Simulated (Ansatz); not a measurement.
# K on Mo(110): change of the work function

How does one ordered layer of K (hollow site) change the work function of Mo(110), and what dipole does each adsorbate carry?

Calculated with Ansatz 0.2.0; plane-wave DFT, PBE, Ansatz PAW.

## 1. Set-up

The cell holds 4 atoms: 4 Mo. Its edges and angles: a = 2.728 Å, b = 2.728 Å, c = 24.682 Å, α = 90.0°, β = 90.0°, γ = 70.5°. Vacuum lies along c.

## 2. The clean slab

The bare slab comes first, as the zero from which every change is counted. The two lowest layers are held at bulk places and the upper ones relax. The dipole correction removes the false field that a one-sided slab makes across the periodic vacuum, so each face gets a flat vacuum level of its own.

The input, input.yaml:

```yaml
crystal:
  lattice:
    - [2.2273863607, -1.575, 0.0]
    - [2.2273863607, 1.575, 0.0]
    - [0.0, 0.0, 24.6821590822]
  atoms:
    - { symbol: Mo, position: [0.0, 0.0, 0.3646358477] }
    - { symbol: Mo, position: [0.5, 0.5, 0.4548786159] }
    - { symbol: Mo, position: [0.0, 0.0, 0.5451213841] }
    - { symbol: Mo, position: [0.5, 0.5, 0.6353641523] }
kpoints:
  mp_grid: { grid: [12, 12, 1] }
hamiltonian:
  xc: pbe
scf:
  occupations: { method: fermi_dirac, width: 0.1 }
  convergence: { dr2_threshold: 1.0e-08 }
efield:
  axis: 3
  dipole_correction: true
  ramp_position: 0.97
  ramp_width: 0.06
relax:
  f_tol: 0.02
  max_steps: 60
  constraints: [{ sites: [0, 1] }]
output:
  write_potential: true
  write_density: true
  volumetric_format: npy
```

Launch:

```bash
$ ansatz run input.yaml --threads 4 --pin off --max-ram 6144MiB --backend cpu --events-out ev --progress --plain --runs-dir out
```

The log of the run:

```text
Engine: ansatz 0.2.0, aarch64-unknown-linux-gnu
Pseudopotentials: kind: paw
Pseudopotential: Mo, paw, valence charge 14, recommended cutoff 420 eV (normal), Mo.paw.azcp
Functional definition: PBE
  parameter kappa = 0.804
  parameter beta = 0.066725
  exchange = pbe_x(kappa = kappa, mu = beta*pi^2/3)
  correlation = pbe_c(beta = beta)
Crystal: 4 atoms, lattice volume = 173.177 Å³
Basis set: ecut = 420 eV, 3445 PW (Γ), exchange–correlation on 40×40×360 points (8 copies of the dense FFT grid, shifted against one another)
Bands: 34, of which v1, the nominal top of the filled ones, is band 28 counted from 1 (27 counted from 0)
Symmetry: 4 space group operations
k-points: 43 of 144
Non-local potential: Mo, projectors of the file, l = 0: 3, l = 1: 2, l = 2: 2, l = 3: 1
PAW form: soft (Blöchl's): semilocal exchange-correlation on the pseudo side does not see the compensation charge
PAW one-centre angular grid: Mo, 590 points (default); XC on 64 Gauss nodes
Initial density: superposition of atomic densities (neutral atoms: chi_scale 0, normalization atom), corrected by the library's trained network
Initial wavefunctions: pseudopotential atomic-orbital guess
Functional: x = pbe(κ = 0.804, μ = 0.219515), c = pbe(β = 0.066725)
SCF iter   1: F=—  HF=-19821.647128 eV  |F-HF|=—  |Δ(HF+E_count)|=         —  Δρ=3.78e-3  dr2=1.40e-1  ethr=1.77e-3  p=-0.000 e·Å  D=-4.77e-14 V/Å  ΔV_dip=0.00 eV  dr2_dipole=1.17e-6  V_vac-E_F(+/−)=4.86/4.86 eV  ⟨swp⟩=8.9  Hψ=15645  notcnv=0  defer=5
efield: sawtooth ramp at fractional position 0.9700 (set: `efield.ramp_position`, or a place that a band, a saddle search or an elastic batch's reference lends), width 0.0600; the density the first Hamiltonian is built on has a dipole p = -0.000 e·Å; the dipole correction subtracts the counter field D = -4.77e-14 V/Å, which shifts the + side's vacuum level by +0.00 eV against the − side's; the planar-averaged density in the ramp window peaks in size at 1.4e-5 e/Å³
automatic band count: the SCF goes on with 40 bands, as 34 were too few: the levels above may hold too much charge
preconditioner: auto → LDOS  [metal: Δε(μ)=0.026 eV  Ē_g=5.170 eV  σ=0.100 eV  W_gap=0.07  n_scr=16 (ndim 8)  ℏωp=13.8 eV  f_vac=0.563  D(μ)=3.57/eV (n_scr^D=14)  β→1.0]
SCF iter   2: F=—  HF=-19821.643445 eV  |F-HF|=—  |Δ(HF+E_count)|=   3.68e-3  Δρ=1.93e-3  dr2=1.96e-2  ethr=2.50e-4  p=0.000 e·Å  D=4.94e-6 V/Å  ΔV_dip=-0.00 eV  dr2_dipole=1.04e-6  V_vac-E_F(+/−)=4.70/4.70 eV  ⟨swp⟩=2.1  Hψ=2763  notcnv=0  defer=21
SCF iter   3: F=—  HF=-19821.641432 eV  |F-HF|=—  |Δ(HF+E_count)|=   2.01e-3  Δρ=5.02e-4  dr2=1.45e-3  ethr=3.50e-5  p=0.000 e·Å  D=3.71e-6 V/Å  ΔV_dip=-0.00 eV  dr2_dipole=1.26e-7  V_vac-E_F(+/−)=4.72/4.72 eV  ⟨swp⟩=2.2  Hψ=2388  notcnv=0  defer=21
SCF iter   4: F=—  HF=-19821.641192 eV  |F-HF|=—  |Δ(HF+E_count)|=   2.41e-4  Δρ=1.36e-4  dr2=7.48e-5  ethr=2.60e-6  p=0.000 e·Å  D=1.73e-6 V/Å  ΔV_dip=-0.00 eV  dr2_dipole=3.26e-8  V_vac-E_F(+/−)=4.71/4.71 eV  ⟨swp⟩=3.0  Hψ=2598  notcnv=0  defer=21
SCF iter   5: F=—  HF=-19821.641212 eV  |F-HF|=—  |Δ(HF+E_count)|=   2.06e-5  Δρ=3.96e-5  dr2=6.14e-6  ethr=1.34e-7  p=0.000 e·Å  D=1.84e-7 V/Å  ΔV_dip=-0.00 eV  dr2_dipole=7.59e-10  V_vac-E_F(+/−)=4.70/4.70 eV  ⟨swp⟩=2.6  Hψ=2473  notcnv=0  defer=21
SCF iter   6: F=—  HF=-19821.641292 eV  |F-HF|=—  |Δ(HF+E_count)|=   7.97e-5  Δρ=1.55e-5  dr2=8.69e-7  ethr=1.10e-8  p=-0.000 e·Å  D=-9.75e-8 V/Å  ΔV_dip=0.00 eV  dr2_dipole=2.59e-12  V_vac-E_F(+/−)=4.70/4.70 eV  ⟨swp⟩=2.1  Hψ=2413  notcnv=0  defer=21
SCF iter   7: F=—  HF=-19821.641293 eV  |F-HF|=—  |Δ(HF+E_count)|=   4.78e-7  Δρ=4.02e-6  dr2=7.38e-8  ethr=1.55e-9  p=-0.000 e·Å  D=-1.25e-7 V/Å  ΔV_dip=0.00 eV  dr2_dipole=3.69e-11  V_vac-E_F(+/−)=4.69/4.69 eV  ⟨swp⟩=2.1  Hψ=2303  notcnv=0  defer=21
SCF iter   8: F=-19821.641293 eV  HF=-19821.641293 eV  |F-HF|=4.27e-9  |Δ(HF+E_count)|=   8.39e-8  Δρ=1.47e-6  dr2=6.62e-9  ethr=1.79e-11  p=-0.000 e·Å  D=-2.43e-8 V/Å  ΔV_dip=0.00 eV  dr2_dipole=1.83e-12  V_vac-E_F(+/−)=4.69/4.69 eV  ⟨swp⟩=10.7  Hψ=11440  notcnv=0
SCF 1 converged in 8 iterations: F = -19821.641293 eV  dr2 = 6.62e-9
  greatest PAW one-centre occupation: 0.998 electrons in one spin orbital (limit 2), on the Mo atom at site 0 (counted from 0), in its partial waves of l = 0
relax step   1: F+E_penalty+E_count = -19821.64129266 eV  Δ(F+E_penalty+E_count) = +0.000e0 eV  max|allowed force component| = 6.071e-1 eV/Å  Δτ_max = 0.0000 Å  (8 SCF iters, accepted)
Bands: 40, of which v1, the nominal top of the filled ones, is band 28 counted from 1 (27 counted from 0)
Initial density: handed on by an earlier stage of this run
Initial wavefunctions: those handed on with the density
iter 1 solved again at ethr=6.81e-4 eV; its pass at ethr=3.10e-3 eV (dr2=3.81e-1 eV) is discarded
SCF iter   1: F=—  HF=-19821.655302 eV  |F-HF|=—  |Δ(HF+E_count)|=         —  Δρ=9.01e-3  dr2=3.79e-1  ethr=6.81e-4  p=0.000 e·Å  D=7.11e-7 V/Å  ΔV_dip=-0.00 eV  dr2_dipole=2.16e-3  V_vac-E_F(+/−)=4.71/4.71 eV  ⟨swp⟩=1.6  Hψ=6582  notcnv=0  defer=26
efield: sawtooth ramp at fractional position 0.9700 (set: `efield.ramp_position`, or a place that a band, a saddle search or an elastic batch's reference lends), width 0.0600; the density the first Hamiltonian is built on has a dipole p = 0.000 e·Å; the dipole correction subtracts the counter field D = 7.11e-7 V/Å, which shifts the + side's vacuum level by -0.00 eV against the − side's; the planar-averaged density in the ramp window peaks in size at 3.6e-6 e/Å³
preconditioner: auto → LDOS  [metal: Δε(μ)=0.032 eV  Ē_g=5.280 eV  σ=0.100 eV  W_gap=0.08  n_scr=16 (ndim 8)  ℏωp=13.8 eV  f_vac=0.569  D(μ)=3.64/eV (n_scr^D=14)  β→1.0]
SCF iter   2: F=—  HF=-19821.637650 eV  |F-HF|=—  |Δ(HF+E_count)|=   1.77e-2  Δρ=4.01e-3  dr2=1.08e-1  ethr=6.78e-4  p=0.007 e·Å  D=7.44e-3 V/Å  ΔV_dip=-0.18 eV  dr2_dipole=1.22e-3  V_vac-E_F(+/−)=4.51/4.69 eV  ⟨swp⟩=2.3  Hψ=2710  notcnv=0  defer=26
SCF iter   3: F=—  HF=-19821.629266 eV  |F-HF|=—  |Δ(HF+E_count)|=   8.38e-3  Δρ=1.79e-3  dr2=1.82e-2  ethr=1.92e-4  p=0.006 e·Å  D=6.37e-3 V/Å  ΔV_dip=-0.16 eV  dr2_dipole=2.87e-4  V_vac-E_F(+/−)=4.55/4.71 eV  ⟨swp⟩=2.4  Hψ=3010  notcnv=0  defer=26
SCF iter   4: F=—  HF=-19821.625514 eV  |F-HF|=—  |Δ(HF+E_count)|=   3.75e-3  Δρ=4.20e-4  dr2=7.00e-4  ethr=3.26e-5  p=0.007 e·Å  D=7.29e-3 V/Å  ΔV_dip=-0.18 eV  dr2_dipole=1.75e-5  V_vac-E_F(+/−)=4.52/4.70 eV  ⟨swp⟩=3.0  Hψ=2790  notcnv=0  defer=26
[...]
preconditioner: auto → LDOS  [metal: Δε(μ)=0.017 eV  Ē_g=5.205 eV  σ=0.100 eV  W_gap=0.04  n_scr=16 (ndim 8)  ℏωp=13.8 eV  f_vac=0.567  D(μ)=3.42/eV (n_scr^D=14)  β→1.0]
SCF iter   2: F=—  HF=-19821.665870 eV  |F-HF|=—  |Δ(HF+E_count)|=   3.93e-3  Δρ=2.32e-3  dr2=4.41e-2  ethr=1.98e-4  p=0.006 e·Å  D=6.20e-3 V/Å  ΔV_dip=-0.15 eV  dr2_dipole=3.08e-3  V_vac-E_F(+/−)=4.55/4.71 eV  ⟨swp⟩=2.0  Hψ=2812  notcnv=0  defer=26
SCF iter   3: F=—  HF=-19821.662933 eV  |F-HF|=—  |Δ(HF+E_count)|=   2.94e-3  Δρ=8.29e-4  dr2=4.40e-3  ethr=7.87e-5  p=0.006 e·Å  D=6.03e-3 V/Å  ΔV_dip=-0.15 eV  dr2_dipole=6.38e-4  V_vac-E_F(+/−)=4.55/4.70 eV  ⟨swp⟩=2.0  Hψ=2291  notcnv=0  defer=26
SCF iter   4: F=—  HF=-19821.662283 eV  |F-HF|=—  |Δ(HF+E_count)|=   6.51e-4  Δρ=2.74e-4  dr2=4.17e-4  ethr=7.86e-6  p=0.005 e·Å  D=5.31e-3 V/Å  ΔV_dip=-0.13 eV  dr2_dipole=6.02e-5  V_vac-E_F(+/−)=4.57/4.70 eV  ⟨swp⟩=3.5  Hψ=3106  notcnv=0  defer=26
SCF iter   5: F=—  HF=-19821.662246 eV  |F-HF|=—  |Δ(HF+E_count)|=   3.68e-5  Δρ=7.82e-5  dr2=1.95e-5  ethr=7.45e-7  p=0.005 e·Å  D=5.03e-3 V/Å  ΔV_dip=-0.12 eV  dr2_dipole=1.51e-6  V_vac-E_F(+/−)=4.57/4.70 eV  ⟨swp⟩=2.5  Hψ=2546  notcnv=0  defer=26
SCF iter   6: F=—  HF=-19821.662253 eV  |F-HF|=—  |Δ(HF+E_count)|=   7.25e-6  Δρ=2.97e-5  dr2=1.84e-6  ethr=3.47e-8  p=0.005 e·Å  D=4.92e-3 V/Å  ΔV_dip=-0.12 eV  dr2_dipole=6.05e-9  V_vac-E_F(+/−)=4.57/4.70 eV  ⟨swp⟩=2.1  Hψ=2333  notcnv=0  defer=26
SCF iter   7: F=—  HF=-19821.662328 eV  |F-HF|=—  |Δ(HF+E_count)|=   7.45e-5  Δρ=1.27e-5  dr2=5.17e-7  ethr=3.28e-9  p=0.005 e·Å  D=4.84e-3 V/Å  ΔV_dip=-0.12 eV  dr2_dipole=2.83e-8  V_vac-E_F(+/−)=4.58/4.70 eV  ⟨swp⟩=2.1  Hψ=2436  notcnv=0  defer=26
SCF iter   8: F=—  HF=-19821.662328 eV  |F-HF|=—  |Δ(HF+E_count)|=   8.29e-8  Δρ=2.78e-6  dr2=3.22e-8  ethr=9.24e-10  p=0.005 e·Å  D=4.83e-3 V/Å  ΔV_dip=-0.12 eV  dr2_dipole=1.60e-9  V_vac-E_F(+/−)=4.58/4.70 eV  ⟨swp⟩=2.8  Hψ=3061  notcnv=0  defer=26
SCF iter   9: F=-19821.662328 eV  HF=-19821.662328 eV  |F-HF|=6.62e-9  |Δ(HF+E_count)|=   1.90e-8  Δρ=8.02e-7  dr2=1.26e-9  ethr=1.79e-11  p=0.005 e·Å  D=4.82e-3 V/Å  ΔV_dip=-0.12 eV  dr2_dipole=8.06e-15  V_vac-E_F(+/−)=4.58/4.70 eV  ⟨swp⟩=10.1  Hψ=11130  notcnv=0
SCF 3 converged in 9 iterations: F = -19821.662328 eV  dr2 = 1.26e-9
relax step   3: F+E_penalty+E_count = -19821.66232783 eV  Δ(F+E_penalty+E_count) = -2.104e-2 eV  max|allowed force component| = 1.718e-1 eV/Å  Δτ_max = 0.0695 Å  (9 SCF iters, accepted)
SCF iter   1: F=—  HF=-19821.663916 eV  |F-HF|=—  |Δ(HF+E_count)|=         —  Δρ=8.39e-4  dr2=3.50e-3  ethr=6.23e-5  p=0.005 e·Å  D=4.82e-3 V/Å  ΔV_dip=-0.12 eV  dr2_dipole=1.17e-4  V_vac-E_F(+/−)=4.57/4.69 eV  ⟨swp⟩=2.4  Hψ=3395  notcnv=0  defer=26
efield: sawtooth ramp at fractional position 0.9700 (set: `efield.ramp_position`, or a place that a band, a saddle search or an elastic batch's reference lends), width 0.0600; the density the first Hamiltonian is built on has a dipole p = 0.005 e·Å; the dipole correction subtracts the counter field D = 4.82e-3 V/Å, which shifts the + side's vacuum level by -0.12 eV against the − side's; the planar-averaged density in the ramp window peaks in size at 4.2e-6 e/Å³
preconditioner: auto → LDOS  [metal: Δε(μ)=0.010 eV  Ē_g=5.198 eV  σ=0.100 eV  W_gap=0.02  n_scr=16 (ndim 8)  ℏωp=13.8 eV  f_vac=0.567  D(μ)=3.47/eV (n_scr^D=14)  β→1.0]
SCF iter   2: F=—  HF=-19821.663778 eV  |F-HF|=—  |Δ(HF+E_count)|=   1.38e-4  Δρ=4.26e-4  dr2=1.37e-3  ethr=6.24e-6  p=0.004 e·Å  D=4.06e-3 V/Å  ΔV_dip=-0.10 eV  dr2_dipole=2.10e-5  V_vac-E_F(+/−)=4.60/4.70 eV  ⟨swp⟩=2.0  Hψ=2569  notcnv=0  defer=26
SCF iter   3: F=—  HF=-19821.663680 eV  |F-HF|=—  |Δ(HF+E_count)|=   9.75e-5  Δρ=1.70e-4  dr2=1.67e-4  ethr=2.44e-6  p=0.004 e·Å  D=4.18e-3 V/Å  ΔV_dip=-0.10 eV  dr2_dipole=3.14e-6  V_vac-E_F(+/−)=4.59/4.69 eV  ⟨swp⟩=2.0  Hψ=2242  notcnv=0  defer=26
SCF iter   4: F=—  HF=-19821.663648 eV  |F-HF|=—  |Δ(HF+E_count)|=   3.23e-5  Δρ=4.02e-5  dr2=5.53e-6  ethr=2.98e-7  p=0.004 e·Å  D=4.07e-3 V/Å  ΔV_dip=-0.10 eV  dr2_dipole=5.62e-7  V_vac-E_F(+/−)=4.60/4.70 eV  ⟨swp⟩=3.4  Hψ=3040  notcnv=0  defer=26
SCF iter   5: F=—  HF=-19821.663725 eV  |F-HF|=—  |Δ(HF+E_count)|=   7.67e-5  Δρ=1.23e-5  dr2=5.71e-7  ethr=9.88e-9  p=0.004 e·Å  D=3.99e-3 V/Å  ΔV_dip=-0.10 eV  dr2_dipole=4.19e-8  V_vac-E_F(+/−)=4.60/4.70 eV  ⟨swp⟩=2.7  Hψ=2627  notcnv=0  defer=26
SCF iter   6: F=—  HF=-19821.663725 eV  |F-HF|=—  |Δ(HF+E_count)|=   2.10e-7  Δρ=3.79e-6  dr2=5.79e-8  ethr=1.02e-9  p=0.004 e·Å  D=3.95e-3 V/Å  ΔV_dip=-0.10 eV  dr2_dipole=2.24e-9  V_vac-E_F(+/−)=4.60/4.70 eV  ⟨swp⟩=2.3  Hψ=2351  notcnv=0  defer=26
SCF iter   7: F=-19821.663725 eV  HF=-19821.663725 eV  |F-HF|=3.88e-9  |Δ(HF+E_count)|=   3.93e-8  Δρ=1.56e-6  dr2=8.52e-9  ethr=1.79e-11  p=0.004 e·Å  D=3.94e-3 V/Å  ΔV_dip=-0.10 eV  dr2_dipole=2.54e-10  V_vac-E_F(+/−)=4.60/4.70 eV  ⟨swp⟩=10.8  Hψ=11535  notcnv=0
SCF 4 converged in 7 iterations: F = -19821.663725 eV  dr2 = 8.52e-9
relax step   4: F+E_penalty+E_count = -19821.66372504 eV  Δ(F+E_penalty+E_count) = -1.397e-3 eV  max|allowed force component| = 6.160e-3 eV/Å  Δτ_max = 0.0105 Å  (7 SCF iters, accepted)
NSCF: frozen V_eff on 43 k-points
the band table was solved once a step of the walk had ended and its energy, with any forces and stress, was formed, with the checks that follow a solve (8320 applications of the Hamiltonian). They found nothing against the state; the energy, forces and stress were not computed again (output.eigenvalues in the input reference)
SCF converged after 7 iterations
Free energy (F): -19821.663725 eV
Harris-Foulkes:  -19821.663725 eV  (|F-HF|=3.88e-9)
Internal energy: -19821.546906 eV  (E = F + TS)
E sigma→0 (E₀):  -19821.605316 eV
Entropy (-TS):   -0.116819 eV (-29.205 meV/atom)
Fermi energy:    4.749028 eV
Dipole field:    D = 0.003959 V/Å  (p = 0.003789 e·Å, saw-weighted, corrected)
Work function:   Φ+ = 4.5981 eV   Φ− = 4.6959 eV
Levels:          The Fermi level and band energies are counted from a zero that moves with the ramp; work functions are not
--- Per-component energies (eV) ---
  E_band       = -1128.803101
  E_kinetic    = 1758.636077
  E_local      = -73076.344926  (includes V_loc(G=0)·N_el)
  E_nonlocal   = 573.008626
  E_hartree    = 35551.714988
  E_xc         = -730.509318
  E_vxc        = -911.323818  (∫ρ·V_xc dr)
  E_paw        = -12805.328642  (= ΣΔE_a)
  E_vpaw       = -576.218629  (= ΣTr[D̂ρ^β])
  E_aug_tail   = 0.000170  (compensation charges beyond the density's cutoff)
  E_efield     = 0.000007  (sawtooth field / dipole correction)
  E_vefield    = 0.002053  (∫n·V_field dr)
  E_ewald      = 28907.276112
  E_smearing   = -0.116819  (= −TS)
  E_closure    = -0.000000  (closes the sum)
  Σ components = -19821.663725   (vs F -19821.663725, Δ=0.00e0)
--- Forces (eV/Å), atoms counted from 1 ---
  atom   1  Mo     0.00000000     0.00000000     0.48968382
  atom   2  Mo     0.00000000    -0.00000000    -0.48732685
  atom   3  Mo     0.00000000    -0.00000000    -0.00615989
  atom   4  Mo     0.00000000     0.00000000     0.00374740
  max |Σ_I F_I| component: 5.55e-5 eV/Å
--- Band table (eV; the first three rows and the last of 43) ---
  k-point 0: bands = [... 24 lower, 3.2679, 3.3587, 3.5222, 3.7666, 4.8655, 5.1015, 5.8499, 5.9160, ... 8 higher]
  k-point 1: bands = [... 24 lower, 3.1262, 3.2374, 3.5562, 3.9741, 4.5550, 5.1890, 5.4643, 5.7715, ... 8 higher]
  k-point 2: bands = [... 24 lower, 2.9540, 3.0742, 3.7021, 3.9784, 4.4501, 4.6794, 5.6510, 5.7078, ... 8 higher]
  k-point 42: bands = [... 24 lower, 3.2412, 5.2680, 5.2859, 5.5507, 5.7353, 6.1980, 7.4154, 7.7054, ... 8 higher]
--- Relaxed structure (4 steps of the walk, 3 accepted, 0 SCFs on fresh bases) ---
  F+E_penalty+E_count = -19821.66372504 eV   max|allowed force component| = 6.160e-3 eV/Å
  atoms:
    - { symbol: Mo, position: [0.0, 0.0, 0.364636] }
    - { symbol: Mo, position: [0.500000, 0.500000, 0.454879] }
    - { symbol: Mo, position: [-3.918099e-19, 3.918099e-19, 0.546022] }
    - { symbol: Mo, position: [0.500000, 0.500000, 0.632974] }
```

It took 25 s on 4 threads of Arm Neoverse V1, shared host; peak memory 0.58 GiB; 97 s of CPU time.

The column dr2 measures how far the density is from self-consistency, as an energy; F and HF (Harris–Foulkes) agree once it is small.

The steps of the relaxation:

```
step  energy less that of the first step (eV)  largest force component (eV/Å)
   1                                   0.0000                          0.6071
   2                                   0.0156                          0.8030
   3                                  -0.0210                          0.1718
   4                                  -0.0224                          0.0062
```

Relaxation step 2 was tried and not accepted.

The run keeps the 4 symmetry operations that the program found, so distortions that break them were not tested.

The atoms that moved most (Å):

```
atom     dx     dy      dz  length
 Mo4  0.000  0.000  -0.059   0.059
 Mo3  0.000  0.000   0.022   0.022
```

Final coordinates:

```cif
data_structure
_symmetry_space_group_name_H-M 'P 1'
_symmetry_Int_Tables_number 1
_cell_length_a 2.7280
_cell_length_b 2.7280
_cell_length_c 24.6822
_cell_angle_alpha 90.000
_cell_angle_beta 90.000
_cell_angle_gamma 70.529
_cell_volume 173.18
loop_
_atom_site_label
_atom_site_type_symbol
_atom_site_fract_x
_atom_site_fract_y
_atom_site_fract_z
_atom_site_occupancy
Mo1 Mo 0.00000 0.00000 0.36464 1
Mo2 Mo 0.50000 0.50000 0.45488 1
Mo3 Mo 0.00000 0.00000 0.54602 1
Mo4 Mo 0.50000 0.50000 0.63297 1
```

Numbers from this step:

```yaml
energy_at_zero_smearing: -19821.6053 eV
work_function_upper_face: 4.598 eV
work_function_lower_face: 4.696 eV
dipole_along_the_normal: 0.003789 e·Å
step_between_the_vacuum_levels: -0.09771 eV
```

Running mean over 2.227 Å of the planar mean; the ramp of the sawtooth is left out. Electron's electrostatic potential energy less the Fermi level against z:

```
z (Å)  electron's electrostatic potential energy less the Fermi level (eV)
    4                                                                 4.69
    5                                                                 4.68
    6                                                                 4.55
    7                                                                 3.21
    8                                                                -5.98
    9                                                                -12.4
   10                                                                -12.7
   11                                                                -12.9
   12                                                                -12.7
   13                                                                -12.8
   14                                                                -13.4
   15                                                                -13.3
   16                                                                -11.5
   17                                                                -1.49
   18                                                                 3.99
   19                                                                 4.54
   20                                                                 4.59
   21                                                                 4.60
```

The relaxation took 4 steps and lowered the energy by 0.022 eV; the largest force on the free atoms ends at 0.0062 eV/Å.

The work function of the upper face is 4.60 eV.

(Continued in part 2 of 3.)

[Long decimals in the printed logs are rounded to 6 places.]

[Logs are printed without paths, hosts, clocks, repeated set-up lines and the standing remarks that a program may print on its own settings, such as how far it seeks lower states.]

[Hosts, paths, dates, database ids (printed as entryN), source tags and the programs' standing remarks are cut or masked in the printed files.]

[Maps of the electrostatic potential energy from Ansatz leave out the sawtooth potential of an applied field or a dipole correction, so their vacuum need not be flat; planar profiles and work functions include it.]
